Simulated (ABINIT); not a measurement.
**Y2CrH6 (Fm-3m): G0W0 with ABINIT, start to end**

Aim: the G0W0 gap of Y2CrH6 (Fm-3m) on LDA, step by step.

Method: LDA and many-body steps on it, plane waves, in ABINIT 10.8.3.

**1. Set-up**

It takes space group Fm-3m (No. 225, cubic). Conventional cell: a = 6.999 Å, b = 6.999 Å, c = 6.999 Å, α = 90.00°, β = 90.00°, γ = 90.00°. Nearest to Y lie 12 H at 2.47 Å. Cr has 6 H at 1.72 Å nearest. H has 1 Cr at 1.72 Å and 4 H at 2.43 Å and 4 Y at 2.47 Å nearest. Farther neighbours are not listed.

The cell and positions are those that the Materials Project relaxed with its own functionals (PBE, PBE+U or r2SCAN), kept fixed.

**2. Ground state**

This step: ABINIT 10.8.3; DFT, LDA, plane waves, norm-conserving pseudopotentials.

The ground-state density comes first.

Input file run.abi:

```
acell 3*1.0 Angstrom
rprim 
  0.000000000000 3.499313000000 3.499313000000
  3.499313000000 0.000000000000 3.499313000000
  3.499313000000 3.499313000000 -0.000000000000
ntypat 3
znucl 39 24 1
natom 9
typat 1 1 2 3 3 3 3 3 3
xred 
  0.750000000000 0.750000000000 0.750000000000
  0.250000000000 0.250000000000 0.250000000000
  0.000000000000 0.000000000000 0.000000000000
  0.754389000000 0.754389000000 0.245611000000
  0.245611000000 0.754389000000 0.245611000000
  0.754389000000 0.245611000000 0.245611000000
  0.245611000000 0.245611000000 0.754389000000
  0.754389000000 0.245611000000 0.754389000000
  0.245611000000 0.754389000000 0.754389000000
pp_dirpath "pseudos"
pseudos "Y.upf, Cr.upf, H.upf"
ecut 43
ngkpt 6 6 6
nshiftk 1
shiftk 0 0 0
kptopt 1
chksymbreak 0
nband 29
occopt 1
tolvrs 1e-10
nstep 60
prtwf 0
optforces 0
optstress 0
indata_prefix "in"
outdata_prefix "out"
tmpdata_prefix "tmp"
```

Started as:

```console
OMP_NUM_THREADS=1 mpirun -n 4 abinit run.abi > log
```

Numbers of over 12 decimals in the logs are rounded to 6 here.

The program printed:

```text
.Version 10.8.3 of ABINIT. v10.8.2 released Aug 2026.

 Symmetries : space group Fm -3 m (#225); Bravais cF (face-center cubic)
================================================================================
 Values of the parameters that define the memory need of the present run
     intxc =       0    ionmov =       0      iscf =       7    lmnmax =       6
     lnmax =       6     mgfft =      60  mpssoang =       3    mqgrid =    3001
     natom =       9  nloc_mem =       1    nspden =       1   nspinor =       1
    nsppol =       1      nsym =      48    n1xccc =    2501    ntypat =       3
    occopt =       1   xclevel =       1
-    mband =          29        mffmem =           1         mkmem =           4
       mpw =        7828          nfft =      216000          nkpt =          16
================================================================================
  Rough estimation (10% accuracy) of disk space for files :
================================================================================

--------------------------------------------------------------------------------
------------- Echo of variables that govern the present computation ------------
--------------------------------------------------------------------------------
 -outvars: echo values of preprocessed input variables --------
            acell      1.8897261259E+00  1.8897261259E+00  1.8897261259E+00 Bohr

      chksymbreak           0
             ecut      4.30000000E+01 Hartree
-          fftalg         312

              ixc       -1012
              kpt      0.00000000E+00  0.00000000E+00  0.00000000E+00
                       1.66666667E-01  0.00000000E+00  0.00000000E+00
                       3.33333333E-01  0.00000000E+00  0.00000000E+00
                       5.00000000E-01  0.00000000E+00  0.00000000E+00
                       1.66666667E-01  1.66666667E-01  0.00000000E+00
                       3.33333333E-01  1.66666667E-01  0.00000000E+00
                       5.00000000E-01  1.66666667E-01  0.00000000E+00
                      -3.33333333E-01  1.66666667E-01  0.00000000E+00
                      -1.66666667E-01  1.66666667E-01  0.00000000E+00
   [... 5 further rows ...]
                      -3.33333333E-01  3.33333333E-01  1.66666667E-01
                      -3.33333333E-01  5.00000000E-01  1.66666667E-01
         kptrlatt        6    0    0      0    6    0      0    0    6
          kptrlen      5.61109867E+01
P           mkmem           4
            natom           9
            nband          29
            ngfft          60      60      60
             nkpt          16
            nstep          60
             nsym          48
           ntypat           3
              occ      2.000000  2.000000  2.000000  2.000000  2.000000  2.000000
                       2.000000  2.000000  2.000000  2.000000  2.000000  2.000000
                       2.000000  2.000000  2.000000  2.000000  2.000000  2.000000
                       2.000000  2.000000  2.000000  0.000000  0.000000  0.000000
                       0.000000  0.000000  0.000000  0.000000  0.000000
        optforces           0
        optstress           0
            prtwf           0
            rprim      0.0000000000E+00  3.4993130000E+00  3.4993130000E+00
[...]
spgroup         225

           tolvrs      1.00000000E-10

             xred      7.5000000000E-01  7.5000000000E-01  7.5000000000E-01
[...]
znucl       39.00000   24.00000    1.00000

================================================================================

 chkinp: Checking input parameters for consistency.

================================================================================
== DATASET  1 ==================================================================
-   mpi_nproc: 4, omp_nthreads: 1 (-1 if OMP is not activated)

--- !DatasetInfo
iteration_state: {dtset: 1, }
dimensions: {natom: 9, nkpt: 16, mband: 29, nsppol: 1, nspinor: 1, nspden: 1, mpw: 7828, }
cutoff_energies: {ecut:  43.0, pawecutdg:  -1.0, }
electrons: {nelect:   4.20000000E+01, charge:   0.00000000E+00, occopt:   1.00000000E+00, tsmear:   1.00000000E-02, }

 Real(R)+Recip(G) space primitive vectors, cartesian coordinates (Bohr,Bohr^-1):
 R(1)=  0.0000000  6.6127432  6.6127432  G(1)= -0.0756116  0.0756116  0.0756116
 R(2)=  6.6127432  0.0000000  6.6127432  G(2)=  0.0756116 -0.0756116  0.0756116
 R(3)=  6.6127432  6.6127432  0.0000000  G(3)=  0.0756116  0.0756116 -0.0756116
 Unit cell volume ucvol=  5.7832900E+02 bohr^3
 Angles (23,13,12)=  6.00000000E+01  6.00000000E+01  6.00000000E+01 degrees

 getcut: wavevector=  0.0000  0.0000  0.0000  ngfft=  60  60  60
         ecut(hartree)=     43.000   => boxcut(ratio)=   2.17348

--- Pseudopotential description ------------------------------------------------
- Y Generated using ONCVPSP code by D. R. Hamann
- 39.00000  11.00000  180309                  znucl, zion, pspdat
12 -1012 2 -1 1724                            pspcod,pspxc,lmax,lloc,mmax
     nproj     2     2     2
  pspatm : epsatm=   18.49213021
         --- l  ekb(1:nproj) -->
[...]
pspatm: atomic psp has been read  and splines computed

- Cr Generated using ONCVPSP code by D. R. Hamann
- 24.00000  14.00000  180309                  znucl, zion, pspdat
[...]
-  1.00000   1.00000  180309                  znucl, zion, pspdat
12 -1012 1 -1 1180                            pspcod,pspxc,lmax,lloc,mmax
     nproj     2     1     0
  pspatm : epsatm=    0.35439867
         --- l  ekb(1:nproj) -->
[...]
1   -0.275071
 pspatm: atomic psp has been read  and splines computed

   2.37083730E+03                                ecore*ucvol(ha*bohr**3)
--------------------------------------------------------------------------------

_setup2: Arith. and geom. avg. npw (full set) are    7791.708    7791.691

================================================================================

--- !BeginCycle
iteration_state: {dtset: 1, }
solver: {iscf: 7, nstep: 60, nline: 4, wfoptalg: 0, }
tolerances: {tolvrs: 1.00E-10, }

     iter   Etot(hartree)      deltaE(h)  residm     vres2
 ETOT  1  -172.94565265914    -1.729E+02 1.150E-01 7.984E+03
 ETOT  2  -161.52577104792     1.142E+01 9.496E-02 1.166E+05
 ETOT  3  -173.25352569283    -1.173E+01 2.713E-02 1.062E+04
 ETOT  4  -173.31376688535    -6.024E-02 5.910E-02 1.049E+04
 ETOT  5  -173.74552437083    -4.318E-01 9.771E-03 5.032E+03
 ETOT  6  -174.25257091198    -5.070E-01 2.951E-03 2.771E+02
 ETOT  7  -174.19279374074     5.978E-02 3.556E-03 8.566E+02
 ETOT  8  -174.28896362096    -9.617E-02 9.208E-04 8.166E+00
 ETOT  9  -174.28718518078     1.778E-03 2.349E-03 2.714E+01
 ETOT 10  -174.29029428302    -3.109E-03 4.238E-04 5.941E-02
[...]
ETOT 14  -174.29030115935    -4.835E-10 2.640E-04 1.616E-06
 ETOT 15  -174.29030115973    -3.794E-10 1.461E-03 1.914E-08
 ETOT 16  -174.29030115975    -1.842E-11 2.231E-04 1.154E-08
 ETOT 17  -174.29030115975     1.648E-12 1.187E-03 1.557E-10
 ETOT 18  -174.29030115973     1.100E-11 1.931E-04 9.836E-12

 At SCF step   18       vres2   =  9.84E-12 < tolvrs=  1.00E-10 =>converged.

--- !ResultsGS
iteration_state: {dtset: 1, }
comment   : Summary of ground state results
lattice_vectors:
- [  0.0000000,   6.6127432,   6.6127432, ]
- [  6.6127432,   0.0000000,   6.6127432, ]
- [  6.6127432,   6.6127432,  -0.0000000, ]
lattice_lengths: [   9.35183,    9.35183,    9.35183, ]
lattice_angles: [ 60.000,  60.000,  60.000, ] # degrees, (23, 13, 12)
lattice_volume:   5.7832900E+02
convergence: {deltae:  1.100E-11, res2:  9.836E-12, residm:  1.931E-04, diffor:  0.000E+00, }
etotal    :  -1.74290301E+02
entropy   :   0.00000000E+00
fermie    :   2.78205044E-01
cartesian_stress_tensor: null
pressure_GPa: null
xred      :
- [  7.5000E-01,   7.5000E-01,   7.5000E-01,  Y]
- [  2.5000E-01,   2.5000E-01,   2.5000E-01,  Y]
- [  0.0000E+00,   0.0000E+00,   0.0000E+00, Cr]
- [  7.5439E-01,   7.5439E-01,   2.4561E-01,  H]
- [  2.4561E-01,   7.5439E-01,   2.4561E-01,  H]
- [  7.5439E-01,   2.4561E-01,   2.4561E-01,  H]
- [  2.4561E-01,   2.4561E-01,   7.5439E-01,  H]
- [  7.5439E-01,   2.4561E-01,   7.5439E-01,  H]
- [  2.4561E-01,   7.5439E-01,   7.5439E-01,  H]
cartesian_forces: null
force_length_stats: {min: null, max: null, mean: null, }

 Integrated electronic density in atomic spheres:
 ------------------------------------------------
 Atom  Sphere_radius  Integrated_density
[...]
================================================================================

 ----iterations are completed or convergence reached----

 Mean square residual over all n,k,spin=   11.010E-07; max=  19.311E-05
 reduced coordinates (array xred) for    9 atoms
[...]
0.245611000000      0.754389000000      0.245611000000
       0.754389000000      0.245611000000      0.245611000000
       0.245611000000      0.245611000000      0.754389000000
       0.754389000000      0.245611000000      0.754389000000
       0.245611000000      0.754389000000      0.754389000000
 rms dE/dt=  0.0000E+00; max dE/dt=  0.0000E+00; dE/dt below (all hartree)
    1       0.000000000000      0.000000000000      0.000000000000
    2       0.000000000000      0.000000000000      0.000000000000
    3       0.000000000000      0.000000000000      0.000000000000
    4       0.000000000000      0.000000000000      0.000000000000
    5       0.000000000000      0.000000000000      0.000000000000
    6       0.000000000000      0.000000000000      0.000000000000
    7       0.000000000000      0.000000000000      0.000000000000
    8       0.000000000000      0.000000000000      0.000000000000
    9       0.000000000000      0.000000000000      0.000000000000

 cartesian coordinates (angstrom) at end:
    1      5.248970     5.248970     5.248970
[...]
5      3.499313     1.718940     3.499313
    6      1.718940     3.499313     3.499313
    7      3.499313     3.499313     1.718940
    8      3.499313     5.279686     3.499313
    9      5.279686     3.499313     3.499313
 length scales=  1.889726125908  1.889726125908  1.889726125908 bohr
              =  1.000000000000  1.000000000000  1.000000000000 angstroms
 prteigrs : about to open file out_EIG
 Fermi (or HOMO) energy (hartree) =   0.27821   Average Vxc (hartree)=  -0.40467
 Eigenvalues (hartree) for nkpt=  16  k points:
 kpt#   1, nband= 29, wtk=  0.00463, kpt=  0.0000  0.0000  0.0000 (reduced coord)
  -2.28663   -1.27657   -1.27310   -1.24917   -1.24917   -1.24917   -0.54853   -0.54853
  -0.54853   -0.53702   -0.53702   -0.53702   -0.03867    0.10971    0.10971    0.10971
   0.11675    0.11675    0.27821    0.27821    0.27821    0.34846    0.34846    0.41367
   0.45105    0.45105    0.45105    0.50513    0.50524
 prteigrs : prtvol=0 or 1, do not print more k-points.

--- !EnergyTerms
iteration_state     : {dtset: 1, }
comment             : Components of total free energy in Hartree
kinetic             :  6.48668503785858E+01
hartree             :  4.42649533123127E+01
xc                  : -3.10819523505788E+01
Ewald energy        : -1.12451040550740E+02
psp_core            :  4.09946123155419E+00
local_psp           : -1.45248657900271E+02
non_local_psp       :  1.26008471940256E+00
total_energy        : -1.74290301159734E+02
total_energy_eV     : -4.74268070378588E+03
band_energy         : -2.08722439968689E+01

== END DATASET(S) ==============================================================
================================================================================

 -outvars: echo values of variables after computation  --------
           etotal     -1.7429030116E+02
            nband          29
             nkpt          16
          spgroup         225
 [... the other variables as echoed above ...]

 Calculation completed.
```

The job ended after 1.9 min (4 MPI ranks of Arm Neoverse N1, shared host; peak memory 0.5 GiB; 7.6 min of CPU time).

Numbers from this step:

* total energy: -4742.6807 eV
* gap: 0.2463 eV
* k of the valence top: 0, 0, 0
* k of the conduction bottom: 0.5, 0.5, 0
* least direct gap: 0.4699 eV

The gap is indirect, with the least direct gap 0.22 eV higher.

[end of part 1 of 3]

[Paths, hosts, dates, memory and timing lines, banners, echoed tables and standing remarks are left out of the program output.]

[Logs are printed without paths, hosts, clocks, repeated set-up lines and the standing remarks that a program may print on its own settings, such as how far it seeks lower states.]

[Runs of the session that timed out or met a known fault of the program may be left out.]

[Hosts, paths, dates, database ids (printed as entryN), source tags and the programs' standing remarks are cut or masked in the printed files.]

[G0W0 gaps are taken among the corrected bands and points alone; a level outside them can change the order at an edge.]

[Where Ansatz stands beside ABINIT at settings called matched, ABINIT's density can come from a denser mesh and the files from another edition; pairs whose starting gaps differed by over 0.03 eV were left out, so agreement reads better than it is.]
